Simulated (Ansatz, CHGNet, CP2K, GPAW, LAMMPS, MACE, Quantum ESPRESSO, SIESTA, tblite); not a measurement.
**How far do other methods lie from plane waves? Amorphous polyacrylonitrile (as short chains C14N4H18) at 360 K (108 atoms)**

Aim: forces, pressure and gap of amorphous polyacrylonitrile (as short chains C14N4H18) at 360 K (108 atoms) at one geometry, from other programs and methods, against plane-wave PBE.

Results are calculated, not measured.

### Step 1. The structure

The cell holds 108 atoms (42 C, 12 N and 54 H), with edges of 10.35, 10.35 and 10.35 Å. Recipe: 3 polyacrylonitrile chains of 4 units with methyl end groups placed at random, at 1.09 g/cm³; overlaps pushed apart, then 20 ps at 800 K with MMFF94 bonds, angles, torsions, charges and radii (Halgren, J. Comput. Chem. 17, 490 (1996)) in harmonic and 12-6 forms. Snapshot after 30 ps at 360 K and fixed volume. The density is 1.09 g/cm³.

### Step 2. The reference input

Quantum ESPRESSO 7.5: Kohn-Sham DFT, PBE, SSSP efficiency 1.3.0 pseudopotentials, plane waves. Its input, pw.in:

```
&control
  calculation = 'scf'
  pseudo_dir = './pseudo'
  outdir = './tmp'
  disk_io = 'none'
  tprnfor = .true.
  tstress = .true.
/
&system
  ibrav = 0
  nat = 108
  ntyp = 3
  ecutwfc = 60
  ecutrho = 480
  nosym = .true.
  occupations = 'smearing'
  smearing = 'fd'
  degauss = 0.003675
/
&electrons
  conv_thr = 5.4e-07
  electron_maxstep = 100
  mixing_beta = 0.4
  mixing_mode = 'plain'
  diagonalization = 'david'
/
ATOMIC_SPECIES
C 12.011 C.upf
N 14.007 N.upf
H 1.008 H.upf
CELL_PARAMETERS angstrom
10.34621 0.00000 0.00000
0.00000 10.34621 0.00000
0.00000 0.00000 10.34621
ATOMIC_POSITIONS crystal
C 0.07060 0.70091 0.35933
C 0.16266 0.62867 0.26624
C 0.26048 0.72437 0.21704
C 0.21981 0.77282 0.08786
[... 102 atom lines left out ...]
H 0.52300 0.73035 0.47477
H 0.48817 0.68599 0.64375
K_POINTS gamma
```

```console
$ OMP_NUM_THREADS=1 mpirun -np 2 pw.x -in pw.in > output.txt
```

Wall time 1.8 min (2 MPI ranks of Arm Neoverse V2, shared host); peak memory 2.3 GiB; 3.6 min of CPU time.

It converged with an r.m.s. force component of 1.2 eV/Å and a pressure of 3.2 GPa.

Its highest filled and lowest empty levels lie 5.89 eV apart on its k-points.

### Step 3. The other programs

- CHGNet: machine-learned potential, published weights.
- CP2K 2026.2: Gaussian basis with GTH pseudopotentials and a plane-wave density; labels give functional, basis (MOLOPT sets; SR short-range, UZH the newer set with its own potentials), grid cutoff/relative cutoff and solver (OT: orbital transformation; TRS4, TC2, SIGN: linear-scaling purification with its sparsity filter), or its built-in tight binding.
- GPAW 26.7.0: PAW with atomic orbitals (LCAO), plane waves or a real-space grid of spacing h.
- MACE: machine-learned potential, published weights.
- Quantum ESPRESSO 7.5: plane waves; labels (QE) give functional, pseudopotential set and cutoffs of waves/density.
- SIESTA 5.4.2: numerical atomic orbitals, whose automatically made sets are far from complete, with PseudoDojo norm-conserving potentials that we converted to its format (checked against plane waves on the same files for H, C, O, Si, Ge and Ca alone); labels give functional, basis size, energy shift and mesh cutoff.
- tblite 0.8.0: extended tight binding, driven from Python.

All use the same cell and atoms, and the electronic-structure runs the same k-mesh.

### Step 4. All runs compared

Differences are against the reference: forces as r.m.s. over components, share as that over the reference's r.m.s. force, slope as the fitted ratio of a run's forces to the reference's.

| run | Δ force, r.m.s. (meV/Å) | share (%) | slope | Δ pressure (GPa) | Δ gap (eV) | cores | CPU time | memory (GiB) |
| --- | --- | --- | --- | --- | --- | --- | --- | --- |
| reference | - | - | - | - | - | 2 | 3.6 min | 2.3 |
| CHGNet 0.3.0 potential | 242 | 20.0 | 0.962 | -0.107 | - | 1 | 3.9 s | 2.2 |
| CP2K PBE, DZVP-MOLOPT-SR, 210/50 Ry, OT DIIS (coarse) | 134 | 11.1 | 1.025 | 0.556 | 0.143 | 2 | 6.9 min | 0.58 |
| CP2K PBE, DZVP-MOLOPT-SR, 600/50 Ry, OT DIIS | 137 | 11.4 | 1.024 | 0.549 | 0.144 | 4 | 8.9 min | 2.6 |
| CP2K PBE, SZV-MOLOPT-SR, 600/50 Ry, OT DIIS (coarse) | 1888 | 156 | 1.302 | 6.38 | 1.04 | 2 | 5 min | 1.6 |
| GPAW PBE, LCAO dzp, h 0.18 Å | 569 | 47.1 | 1.124 | - | 0.163 | 2 | 89 s | 1.2 |
| MACE MP-0b2 small potential | 180 | 14.9 | 1.016 | -0.683 | - | 1 | 6 s | 0.7 |
| MACE MP-0b3 medium potential | 169 | 14.0 | 0.989 | -0.485 | - | 1 | 8.1 s | 1.4 |
| QE PBE, gbrv-1.5, 40/200 Ry | 136 | 11.2 | 1.049 | 0.519 | 0.0066 | 2 | 85 s | 0.76 |
| SIESTA PBE, DZ, shift 0.01 Ry, mesh 500 Ry (coarse) | 893 | 73.9 | 1.189 | 4.28 | 0.448 | 2 | 90 s | 1.1 |
| SIESTA PBE, DZP, shift 0.01 Ry, mesh 500 Ry | 723 | 59.8 | 1.170 | 3.86 | 0.148 | 2 | 3.5 min | 1.7 |
| SIESTA PBE, DZP, shift 0.02 Ry, mesh 500 Ry | 552 | 45.7 | 1.144 | 1.15 | 0.249 | 2 | 2.5 min | 1.4 |
| SIESTA PBE, SZP, shift 0.01 Ry, mesh 500 Ry (coarse) | 1914 | 158 | 1.361 | 10.1 | 0.335 | 2 | 2.8 min | 1.6 |
| tblite GFN1-xTB | 476 | 39.4 | 0.951 | -3.48 | - | 1 | 2 s | 0.16 |
| tblite GFN2-xTB | 591 | 48.9 | 0.931 | -4.22 | - | 1 | 7.8 s | 0.16 |

Rows marked coarse were listed beforehand as settings not expected to be converged; some can still land near the reference.

Times of the machine-learned potentials are mostly Python's start and the loading of weights.

Left out, with forces off by over 50 eV/Å: CP2K PBE, DZVP-MOLOPT-SR, 600/50 Ry, TC2 filter 1e-07, SCF 1e-07, CP2K PBE, DZVP-MOLOPT-SR, 600/50 Ry, TC2 filter 1e-03, SCF 1e-04 and CP2K PBE, DZVP-MOLOPT-SR, 600/50 Ry, TC2 filter 1e-05, SCF 1e-06.

CPU time is summed over cores on shared hosts, so it is rough.

### Step 5. Findings

Forces lie from 11 % (CP2K PBE, DZVP-MOLOPT-SR, 210/50 Ry, OT DIIS, coarse) to 158 % (SIESTA PBE, SZP, shift 0.01 Ry, mesh 500 Ry, coarse) of the reference's r.m.s. force of 1.2 eV/Å away from it. Other PBE runs on plane waves or a grid: QE PBE, gbrv-1.5, 40/200 Ry 11 % of the r.m.s. force; potentials, cutoffs or grids differ between them, and this table alone doesn't tell which side is nearer the exact PBE result. The PBE runs in local orbitals, coarse settings apart, differ by 11 % (CP2K PBE, DZVP-MOLOPT-SR, 600/50 Ry, OT DIIS) to 60 % (SIESTA PBE, DZP, shift 0.01 Ry, mesh 500 Ry); basis, grid and potentials can all enter. Tight binding differs by 39 % (tblite GFN1-xTB) to 49 % (tblite GFN2-xTB); it is another model, with fitted parameters of its own, and the xTB methods hold dispersion.

Machine-learned potentials differ by 14 % (MACE MP-0b3 medium potential) to 20 % (CHGNet 0.3.0 potential); they were trained on other programs' data. Runs with settings chosen to be coarse differ by 11 % (CP2K PBE, DZVP-MOLOPT-SR, 210/50 Ry, OT DIIS) to 158 % (SIESTA PBE, SZP, shift 0.01 Ry, mesh 500 Ry), their programs' other errors included. From CP2K PBE, DZVP-MOLOPT-SR, 210/50 Ry, OT DIIS to the finer CP2K PBE, DZVP-MOLOPT-SR, 600/50 Ry, OT DIIS the share goes from 11.1 to 11.4 %, so the grid isn't what parts these runs from the reference. Pressures at PBE, coarse settings apart, lie +0.52 to +3.86 GPa from the reference's. Gaps at PBE, coarse settings apart, lie +0.01 to +0.25 eV from the reference's.

Caveats: Periodic xTB results under one method name differ between programs and library versions. The reference's pressure holds the uncorrected Pulay stress of its 60 Ry basis, so small pressure differences may be the reference's own error. Machine-learned potentials mimic data converged in k, so the reference's own k-point error enters their differences. The network of contacts between molecules at the start is that of the classical potential that made the cell, and needn't be the one that DFT or experiment would give. The reference's PBE has no dispersion term, which matters for the binding between molecules or layers. The density was typed from a rule of thumb and may lie off the real one at this temperature. The electronic-structure runs sample only Γ, in a cell whose shortest periodic width is 10 Å. Where levels are smeared, the DFT runs use Fermi–Dirac occupations at 580 K (0.05 eV), and energies are free energies. The reference's cutoffs and mesh weren't converged further here.

[Logs are printed without paths, hosts, clocks, repeated set-up lines and the standing remarks that a program may print on its own settings, such as how far it seeks lower states.]

[Hosts, paths, dates, database ids (printed as entryN), source tags and the programs' standing remarks are cut or masked in the printed files.]

[Cells were taken only where this reference lay near another plane-wave run.]

[The MMFF94 radii named for the starting cell were scaled by 0.96; in molecules described by MMFF94, hydrogen bound to N, O or S took a small fixed 12-6 site in their place.]
